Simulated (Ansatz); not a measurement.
# GaAs wire along [110], 36 atoms a period, H-terminated: bands by functional and under strain, part 2 of 3

What gap, if any, does the GaAs wire along [110], 36 atoms a period, H-terminated have, and how does it change with the functional and under strain?

Ansatz 0.2.0; DFT PBE, plane waves, PAW; relaxation of a wire's period; PAW set soft_1 (the session's first sound run).

So far. Step 2 (Relaxing the period): The cell's length comes to 4.137 Å with spin left out.

**3. Bands of the perfect wire**

This step: DFT PBE, plane waves, PAW; bands of a perfect wire; PAW set soft_1 (Ansatz 0.2.0).

At the relaxed period the bands are computed along the axis; those that cross an energy going forward count the channels that a perfect wire would open there.

Contents of input.yaml:

```yaml
crystal:
  lattice:
    - [24.42, 0.0, 0.0]
    - [0.0, 23.611, 0.0]
    - [0.0, 0.0, 4.1371841462]
  atoms:
    - { symbol: H, position: [0.198246637, 0.397725382, 0.0] }
    - { symbol: Ga, position: [0.237348384, 0.450423605, 0.0] }
    - { symbol: As, position: [0.409920345, 0.203633344, 0.0] }
    - { symbol: As, position: [0.413385648, 0.372410661, 0.0] }
    - { symbol: H, position: [0.433120465, 0.861198637, 0.0] }
    - { symbol: H, position: [0.446683023, 0.151566217, 0.0] }
    - { symbol: Ga, position: [0.474233114, 0.287348395, 0.0] }
    - { symbol: Ga, position: [0.471646688, 0.45991634, 0.0] }
    - { symbol: As, position: [0.642533076, 0.206017467, 0.0] }
    - { symbol: As, position: [0.646785295, 0.367506791, 0.0] }
    - { symbol: H, position: [0.675166553, 0.150799696, 0.0] }
    - { symbol: Ga, position: [0.712715843, 0.284185649, 0.0] }
    - { symbol: Ga, position: [0.702395076, 0.454504336, 0.0] }
    - { symbol: H, position: [0.862220388, 0.541270646, 0.174153055] }
    - { symbol: H, position: [0.262680966, 0.284622186, 0.228817655] }
    - { symbol: H, position: [0.145844379, 0.541748879, 0.271416568] }
    - { symbol: H, position: [0.744099583, 0.284917761, 0.323650972] }
    - { symbol: As, position: [0.304619369, 0.284433353, 0.5] }
    - { symbol: As, position: [0.294798126, 0.632066, 0.5] }
    - { symbol: As, position: [0.294271452, 0.459085521, 0.5] }
    - { symbol: H, position: [0.313392846, 0.139112135, 0.5] }
    - { symbol: H, position: [0.314257547, 0.774161578, 0.5] }
    - { symbol: Ga, position: [0.354061158, 0.190155127, 0.5] }
    - { symbol: Ga, position: [0.356889314, 0.377625199, 0.5] }
    - { symbol: Ga, position: [0.352888465, 0.546268258, 0.5] }
    - { symbol: Ga, position: [0.351814074, 0.720274946, 0.5] }
    - { symbol: As, position: [0.530398595, 0.284530672, 0.5] }
    - { symbol: As, position: [0.526656342, 0.628473608, 0.5] }
    - { symbol: As, position: [0.528932675, 0.456697178, 0.5] }
    - { symbol: As, position: [0.523572458, 0.796932153, 0.5] }
    - { symbol: H, position: [0.54730676, 0.141679937, 0.5] }
    - { symbol: H, position: [0.561988772, 0.847892248, 0.5] }
    - { symbol: Ga, position: [0.586262833, 0.194758208, 0.5] }
    - { symbol: Ga, position: [0.589883006, 0.370921437, 0.5] }
    - { symbol: Ga, position: [0.586668035, 0.54318071, 0.5] }
    - { symbol: Ga, position: [0.584528751, 0.713978567, 0.5] }
    - { symbol: As, position: [0.762075443, 0.620494264, 0.5] }
    - { symbol: As, position: [0.759599828, 0.463061813, 0.5] }
    - { symbol: H, position: [0.79301406, 0.676669323, 0.5] }
    - { symbol: H, position: [0.790890909, 0.407167404, 0.5] }
    - { symbol: Ga, position: [0.831582106, 0.53979419, 0.5] }
    - { symbol: H, position: [0.744099583, 0.284917761, 0.676349028] }
    - { symbol: H, position: [0.145844379, 0.541748879, 0.728583432] }
    - { symbol: H, position: [0.262680966, 0.284622186, 0.771182345] }
    - { symbol: H, position: [0.862220388, 0.541270646, 0.825846945] }
    - { symbol: As, position: [0.187797082, 0.543496548, 0.0] }
    - { symbol: H, position: [0.194470583, 0.686745092, 0.0] }
    - { symbol: Ga, position: [0.237922847, 0.638075214, 0.0] }
    - { symbol: As, position: [0.410693138, 0.544542926, 0.0] }
    - { symbol: As, position: [0.40985651, 0.716813473, 0.0] }
    - { symbol: Ga, position: [0.468367606, 0.631825532, 0.0] }
    - { symbol: Ga, position: [0.465706105, 0.804129687, 0.0] }
    - { symbol: As, position: [0.644381896, 0.541976398, 0.0] }
    - { symbol: As, position: [0.642117815, 0.709026109, 0.0] }
    - { symbol: H, position: [0.677469217, 0.762340205, 0.0] }
    - { symbol: Ga, position: [0.70526387, 0.625635562, 0.0] }
kpoints:
  mp_grid: { grid: [1, 1, 20] }
  band_path: { path: ["Γ", Z], npoints: 90 }
scf:
  occupations: { method: fermi_dirac, width: 0.05 }
hamiltonian:
  xc: pbe
  pseudopotentials: { kind: paw, azcp: { folder: soft_1 } }
output:
  dos: { e_range: [-5, 4] }
  write_potential: true
  write_density: true
  volumetric_format: npy
```

Run with:

```sh
$ ansatz run input.yaml --threads 16 --pin off --max-ram 61440MiB --backend cuda --events-out ev --progress --plain --runs-dir out --max-vram 78GiB
```

Numbers of over 12 decimals in the logs are rounded to 6 here.

Log:

```text
[...]
Crystal: 56 atoms, lattice volume = 2385.420 Å³
Basis set: ecut = 420 eV, 46555 PW (Γ)
Bands: 318, of which v1, the nominal top of the filled ones, is band 262 counted from 1 (261 counted from 0)
Symmetry: 2 space group operations
[...]
k-points: 11 of 20
[...]
SCF iter   1: F=—  HF=-155834.507991 eV  |F-HF|=—  |Δ(HF+E_count)|=         —  Δρ=3.34e-2  dr2=2.61e1  ethr=3.10e-3  ⟨swp⟩=6.0  Hψ=13942  notcnv=0  defer=170
[...]
SCF iter   6: F=—  HF=-155827.336184 eV  |F-HF|=—  |Δ(HF+E_count)|=   4.57e-3  Δρ=4.08e-4  dr2=6.22e-3  ethr=7.35e-6  ⟨swp⟩=2.5  Hψ=4135  notcnv=0  defer=453
[...]
SCF iter  11: F=—  HF=-155827.340564 eV  |F-HF|=—  |Δ(HF+E_count)|=   1.42e-6  Δρ=5.07e-6  dr2=5.42e-7  ethr=1.57e-9  ⟨swp⟩=2.0  Hψ=4634  notcnv=0  defer=448
[...]
SCF iter  13: F=-155827.340565 eV  HF=-155827.340565 eV  |F-HF|=1.54e-8  |Δ(HF+E_count)|=   7.50e-8  Δρ=8.14e-7  dr2=4.65e-8  ethr=1.91e-11  ⟨swp⟩=3.7  Hψ=9417  notcnv=0
SCF 1 converged in 13 iterations: F = -155827.340565 eV  dr2 = 4.65e-8
[...]
NSCF: frozen V_eff on 91 k-points
[...]
SCF converged after 13 iterations
[...]
```

Wall time 46 s (1 × NVIDIA GB200 with 16 threads of Arm Neoverse V2, shared host); peak memory 4.3 GiB.

Reading the cycles: dr2 is the Hartree energy of the density residual (eV), the measure of convergence; HF is the Harris–Foulkes estimate of the energy, which meets the free energy F at convergence.

Numbers from this step:

```yaml
energy_at_zero_smearing: -155827.3404 eV
band_gap_on_the_path_through_both_edges: 0.5559 eV
```

Electronic bands along the path, in eV, zero at the Fermi level; v1 is the highest filled band, c1 the lowest empty one:

| point | v4 | v3 | v2 | v1 | c1 | c2 | c3 | c4 |
| --- | --- | --- | --- | --- | --- | --- | --- | --- |
| Γ | -1.39 | -1.26 | -0.57 | -0.27 | 0.28 | 0.37 | 0.41 | 0.52 |
| halfway | -1.81 | -1.69 | -1.53 | -1.32 | 1.16 | 1.24 | 1.52 | 1.57 |
| Z | -2.14 | -2.06 | -2.03 | -1.83 | 0.84 | 0.84 | 1.09 | 1.21 |

The gap is 0.556 eV, with spin left out.

On this path the gap is direct, 0.56 eV, with the valence top at Γ and the conduction bottom at Γ.

**4. Levels at the same atoms, cutoff 500 eV, k-mesh 1×1×15**

This step: DFT r2SCAN, plane waves, PAW; bands of a perfect wire at the PBE geometry; PAW set soft_1 (Ansatz 0.2.0).

The atoms stay at the PBE geometry and the functional changes. r2SCAN also reads the kinetic-energy density; it often gives larger moments and wider gaps than PBE, at a higher cost. Against the first PBE run of this kind, the cutoff is 500 eV against 420 and the mesh along the wire has 15 points against 20.

input.yaml, as its differences from that of step 3:

```diff
@@ -63,3 +63,3 @@
 kpoints:
-  mp_grid: { grid: [1, 1, 20] }
+  mp_grid: { grid: [1, 1, 15] }
   band_path: { path: ["Γ", Z], npoints: 90 }
@@ -68,8 +68,3 @@
 hamiltonian:
-  xc: pbe
+  xc: r2scan
   pseudopotentials: { kind: paw, azcp: { folder: soft_1 } }
-output:
-  dos: { e_range: [-5, 4] }
-  write_potential: true
-  write_density: true
-  volumetric_format: npy
```

Log:

```text
[...]
Crystal: 56 atoms, lattice volume = 2385.420 Å³
Basis set: ecut = 500 eV, 60677 PW (Γ), exchange–correlation on 720×720×128 points (64 copies of the dense FFT grid, shifted against one another)
Bands: 318, of which v1, the nominal top of the filled ones, is band 262 counted from 1 (261 counted from 0)
Symmetry: 2 space group operations
[...]
k-points: 8 of 15
[...]
SCF iter   1: F=—  HF=-156117.815946 eV  |F-HF|=—  |Δ(HF+E_count)|=         —  Δρ=3.38e-2  dr2=2.50e1  dr2_τ=2.23e-1  ethr=3.10e-3  ⟨swp⟩=6.0  Hψ=9458  notcnv=0  defer=133
[...]
SCF iter   6: F=—  HF=-156113.923921 eV  |F-HF|=—  |Δ(HF+E_count)|=   4.98e-3  Δρ=3.15e-4  dr2=4.17e-3  dr2_τ=8.29e-5  ethr=6.90e-6  ⟨swp⟩=3.0  Hψ=2897  notcnv=0  defer=348
[...]
SCF iter  10: F=—  HF=-156113.928597 eV  |F-HF|=—  |Δ(HF+E_count)|=   2.53e-3  Δρ=8.78e-6  dr2=4.20e-6  dr2_τ=2.82e-8  ethr=4.40e-9  ⟨swp⟩=2.0  Hψ=3668  notcnv=0  defer=342
[...]
SCF iter  12: F=-156113.928598 eV  HF=-156113.928598 eV  |F-HF|=1.54e-8  |Δ(HF+E_count)|=   3.22e-7  Δρ=1.14e-6  dr2=9.97e-8  dr2_τ=6.99e-10  ethr=1.91e-11  ⟨swp⟩=13.0  Hψ=12462  notcnv=0
SCF 1 converged in 12 iterations: F = -156113.928598 eV  dr2 = 9.97e-8
[...]
SCF converged after 12 iterations
[...]
```

Elapsed: 45 s, on 1 × NVIDIA GB200 with 16 threads; peak memory 4.9 GiB; 6.4 min of CPU time.

This step gave:

* band gap on the path through both edges: 0.8709 eV

The electronic bands at the labelled points (eV, zero at the Fermi level; v1 is the highest filled band, c1 the lowest empty one):

| point | v4 | v3 | v2 | v1 | c1 | c2 | c3 | c4 |
| --- | --- | --- | --- | --- | --- | --- | --- | --- |
| Γ | -1.61 | -1.49 | -0.75 | -0.42 | 0.45 | 0.48 | 0.53 | 0.64 |
| halfway | -2.06 | -1.92 | -1.75 | -1.52 | 1.30 | 1.37 | 1.64 | 1.68 |
| Z | -2.40 | -2.30 | -2.26 | -2.05 | 0.92 | 0.95 | 1.19 | 1.30 |

The gap is 0.871 eV, against 0.556 eV under PBE at the relaxed period.

**5. At a strained period, period over the relaxed period 0.94, k-mesh 1×1×16**

This step: DFT PBE, plane waves, PAW; relaxation at a fixed period; PAW set soft_1 (Ansatz 0.2.0).

The period is set to 0.94 times the relaxed one and the atoms relax within it: strain changes bond lengths and angles, which shifts the bands against each other. Against the first PBE run of this kind, the mesh along the wire has 16 points against 20.

The cell differs from the one that the last finished run ended in (c 4.137 → 3.889 Å).

input.yaml, as its differences from that of step 4:

```diff
@@ -4,3 +4,3 @@
     - [0.0, 23.611, 0.0]
-    - [0.0, 0.0, 4.1371841462]
+    - [0.0, 0.0, 3.8889530974]
   atoms:
@@ -63,3 +63,3 @@
 kpoints:
-  mp_grid: { grid: [1, 1, 15] }
+  mp_grid: { grid: [1, 1, 16] }
   band_path: { path: ["Γ", Z], npoints: 90 }
@@ -68,3 +68,8 @@
 hamiltonian:
-  xc: r2scan
+  xc: pbe
   pseudopotentials: { kind: paw, azcp: { folder: soft_1 } }
+relax:
+  max_steps: 40
+  f_tol: 0.02
+output:
+  stress: true
```

Log:

```text
Warning: output.stress: scf.convergence.dr2_threshold = 1e-7 eV (the SCF's general default) is looser than the 5.6e-9 eV advised for a printed stress (1e-10 eV for each atom of the cell: 56). What an SCF threshold leaves in a stress goes as its square root, and in the free energy as the threshold itself, and one threshold admits the most on a small cell: [figures from the program's tests cut] Every solve of this run answers to scf.convergence.dr2_threshold,  [...]
[...]
Crystal: 56 atoms, lattice volume = 2242.295 Å³
Basis set: ecut = 420 eV, 43947 PW (Γ), exchange–correlation on 360×320×54 points (8 copies of the dense FFT grid, shifted against one another)
Bands: 318, of which v1, the nominal top of the filled ones, is band 262 counted from 1 (261 counted from 0)
Symmetry: 2 space group operations
[...]
k-points: 9 of 16
[...]
SCF iter   1: F=—  HF=-155833.131832 eV  |F-HF|=—  |Δ(HF+E_count)|=         —  Δρ=3.54e-2  dr2=2.72e1  ethr=3.10e-3  ⟨swp⟩=6.1  Hψ=11532  notcnv=0  defer=130
[...]
SCF iter   2: F=—  HF=-155826.804625 eV  |F-HF|=—  |Δ(HF+E_count)|=    6.33e0  Δρ=1.70e-2  dr2=6.06e0  ethr=3.10e-3  ⟨swp⟩=3.1  Hψ=4100  notcnv=0  defer=432
[...]
SCF iter  10: F=-155825.551858 eV  HF=-155825.551863 eV  |F-HF|=5.45e-6  |Δ(HF+E_count)|=   1.17e-5  Δρ=1.22e-5  dr2=9.09e-6  ethr=1.91e-9  ⟨swp⟩=3.0  Hψ=9625  notcnv=0
SCF 1 converged in 10 iterations: F = -155825.551858 eV  dr2 = 9.09e-6
[...]
relax step   1: F+E_penalty+E_count = -155825.55185773 eV  Δ(F+E_penalty+E_count) = +0.000e0 eV  max|allowed force component| = 9.654e-1 eV/Å  Δτ_max = 0.0000 Å  (10 SCF iters, dr2 threshold 1.00e-5 eV, accepted)
[...]
relax step   2: F+E_penalty+E_count = -155826.10314717 eV  Δ(F+E_penalty+E_count) = -5.513e-1 eV  max|allowed force component| = 4.468e-1 eV/Å  Δτ_max = 0.1683 Å  (7 SCF iters, dr2 threshold 5.82e-5 eV, accepted)
[...]
relax step   3: F+E_penalty+E_count = -155826.14403659 eV  Δ(F+E_penalty+E_count) = -4.089e-2 eV  max|allowed force component| = 1.481e-1 eV/Å  Δτ_max = 0.0900 Å  (6 SCF iters, dr2 threshold 1.25e-5 eV, accepted)
[...]
relax step   4: F+E_penalty+E_count = -155826.14828897 eV  Δ(F+E_penalty+E_count) = -4.252e-3 eV  max|allowed force component| = 3.031e-2 eV/Å  Δτ_max = 0.0225 Å  (6 SCF iters, dr2 threshold 2.41e-6 eV, accepted)
[...]
relax step   5: F+E_penalty+E_count = -155826.14836498 eV  Δ(F+E_penalty+E_count) = -7.601e-5 eV  max|allowed force component| = 3.233e-2 eV/Å  Δτ_max = 0.0167 Å  (7 SCF iters, accepted)
[...]
relax step   6: F+E_penalty+E_count = -155826.14846808 eV  Δ(F+E_penalty+E_count) = -1.031e-4 eV  max|allowed force component| = 2.306e-2 eV/Å  Δτ_max = 0.0117 Å  (7 SCF iters, accepted)
[...]
relax step   7: F+E_penalty+E_count = -155826.14873530 eV  Δ(F+E_penalty+E_count) = -2.672e-4 eV  max|allowed force component| = 3.016e-3 eV/Å  Δτ_max = 0.0058 Å  (6 SCF iters, accepted)
[...]
--- Relaxed structure (7 steps of the walk, 7 accepted, 0 SCFs on fresh bases) ---
  F+E_penalty+E_count = -155826.14873530 eV   max|allowed force component| = 3.016e-3 eV/Å
  atoms:
    - { symbol: H, position: [0.190585, 0.397761, 0] }
    - { symbol: Ga, position: [0.230066, 0.450056, 0] }
    - { symbol: As, position: [0.408267, 0.203768, 0] }
    - { symbol: As, position: [0.412355, 0.372293, 0] }
    - { symbol: H, position: [0.430109, 0.861360, 0] }
    - { symbol: H, position: [0.443577, 0.150663, 0] }
    - { symbol: Ga, position: [0.472609, 0.287263, 0] }
    - { symbol: Ga, position: [0.469980, 0.459933, 0] }
    - { symbol: As, position: [0.646877, 0.205380, 0] }
    - { symbol: As, position: [0.651719, 0.367306, 0] }
    - { symbol: H, position: [0.678923, 0.149857, 0] }
    - { symbol: Ga, position: [0.716226, 0.283764, 0] }
    - { symbol: Ga, position: [0.706820, 0.454434, 0] }
    - { symbol: H, position: [0.872622, 0.541660, 0.166374] }
    - { symbol: H, position: [0.257466, 0.284918, 0.215688] }
    - { symbol: H, position: [0.138407, 0.541571, 0.284234] }
    - { symbol: H, position: [0.750748, 0.283820, 0.331367] }
    - { symbol: As, position: [0.299943, 0.284470, 0.5] }
    - { symbol: As, position: [0.291016, 0.632375, 0.5] }
    - { symbol: As, position: [0.290449, 0.459089, 0.5] }
    - { symbol: H, position: [0.307862, 0.139408, 0.5] }
    - { symbol: H, position: [0.308962, 0.773988, 0.5] }
    - { symbol: Ga, position: [0.348894, 0.190014, 0.5] }
    - { symbol: Ga, position: [0.352229, 0.377372, 0.5] }
    - { symbol: Ga, position: [0.348328, 0.546469, 0.5] }
    - { symbol: Ga, position: [0.347408, 0.720884, 0.5] }
    - { symbol: As, position: [0.532396, 0.283972, 0.5] }
    - { symbol: As, position: [0.528546, 0.628598, 0.5] }
    - { symbol: As, position: [0.530873, 0.456718, 0.5] }
    - { symbol: As, position: [0.525074, 0.797347, 0.5] }
    - { symbol: H, position: [0.547478, 0.141223, 0.5] }
    - { symbol: H, position: [0.562535, 0.848990, 0.5] }
    - { symbol: Ga, position: [0.587093, 0.193605, 0.5] }
    - { symbol: Ga, position: [0.591034, 0.370738, 0.5] }
    - { symbol: Ga, position: [0.588134, 0.543242, 0.5] }
    - { symbol: Ga, position: [0.585569, 0.714374, 0.5] }
    - { symbol: As, position: [0.770031, 0.620550, 0.5] }
    - { symbol: As, position: [0.767597, 0.463497, 0.5] }
    - { symbol: H, position: [0.799583, 0.677455, 0.5] }
    - { symbol: H, position: [0.797914, 0.407081, 0.5] }
    - { symbol: Ga, position: [0.839163, 0.540093, 0.5] }
    - { symbol: H, position: [0.750748, 0.283820, 0.668633] }
    - { symbol: H, position: [0.138407, 0.541571, 0.715766] }
    - { symbol: H, position: [0.257466, 0.284918, 0.784312] }
    - { symbol: H, position: [0.872622, 0.541660, 0.833626] }
    - { symbol: As, position: [0.180922, 0.543306, 0] }
    - { symbol: H, position: [0.186514, 0.686036, 0] }
    - { symbol: Ga, position: [0.230658, 0.638149, 0] }
    - { symbol: As, position: [0.409664, 0.544676, 0] }
    - { symbol: As, position: [0.408906, 0.717224, 0] }
    - { symbol: Ga, position: [0.466727, 0.632062, 0] }
    - { symbol: Ga, position: [0.463708, 0.805028, 0] }
    - { symbol: As, position: [0.649390, 0.542018, 0] }
    - { symbol: As, position: [0.646711, 0.709250, 0] }
    - { symbol: H, position: [0.680760, 0.763397, 0] }
    - { symbol: Ga, position: [0.709605, 0.625899, 0] }
```

Run time: 41 s. Hardware: 1 × NVIDIA GB200 with 16 threads; peak memory 2.3 GiB; 6.6 min of CPU time.

Relaxation path:

| step | energy less that of the first step (eV) | largest force component (eV/Å) |
| --- | --- | --- |
| 1 | 0.0000 | 0.9654 |
| 2 | -0.5513 | 0.4468 |
| 3 | -0.5922 | 0.1481 |
| 4 | -0.5964 | 0.0303 |
| 5 | -0.5965 | 0.0323 |
| 6 | -0.5966 | 0.0231 |
| 7 | -0.5969 | 0.0030 |

The run keeps the 2 symmetry operations that it works with, so distortions that break them were not tested.

The atoms that moved most (Å):

| atom | dx | dy | dz | length |
| --- | --- | --- | --- | --- |
| H14 | 0.254 | 0.009 | -0.030 | 0.256 |
| H45 | 0.254 | 0.009 | 0.030 | 0.256 |
| As38 | 0.195 | 0.010 | 0.000 | 0.196 |
| H47 | -0.194 | -0.017 | 0.000 | 0.195 |
| As37 | 0.194 | 0.001 | 0.000 | 0.194 |
| H16 | -0.182 | -0.004 | 0.050 | 0.188 |
| H43 | -0.182 | -0.004 | -0.050 | 0.188 |
| H1 | -0.187 | 0.001 | 0.000 | 0.187 |

Numbers from this step:

| Quantity | Value |
| --- | --- |
| energy at zero smearing | -155826.1438 eV |
| band gap on the path through both edges | 0.1443 eV |

The electronic bands at the labelled points (eV, zero at the Fermi level; v1 is the highest filled band, c1 the lowest empty one):

| point | v4 | v3 | v2 | v1 | c1 | c2 | c3 | c4 |
| --- | --- | --- | --- | --- | --- | --- | --- | --- |
| Γ | -1.40 | -1.25 | -0.34 | -0.05 | 0.09 | 0.32 | 0.34 | 0.44 |
| halfway | -2.35 | -2.20 | -2.01 | -1.77 | 0.67 | 0.73 | 1.00 | 1.05 |
| Z | -2.72 | -2.62 | -2.62 | -2.42 | 0.15 | 0.23 | 0.45 | 0.60 |

The gap is 0.144 eV, against 0.556 eV under PBE at the relaxed period.

[end of part 2 of 3]

[Logs are printed without paths, hosts, clocks, repeated set-up lines and the standing remarks that a program may print on its own settings, such as how far it seeks lower states.]

[Hosts, paths, dates, database ids (printed as entryN), source tags and the programs' standing remarks are cut or masked in the printed files.]
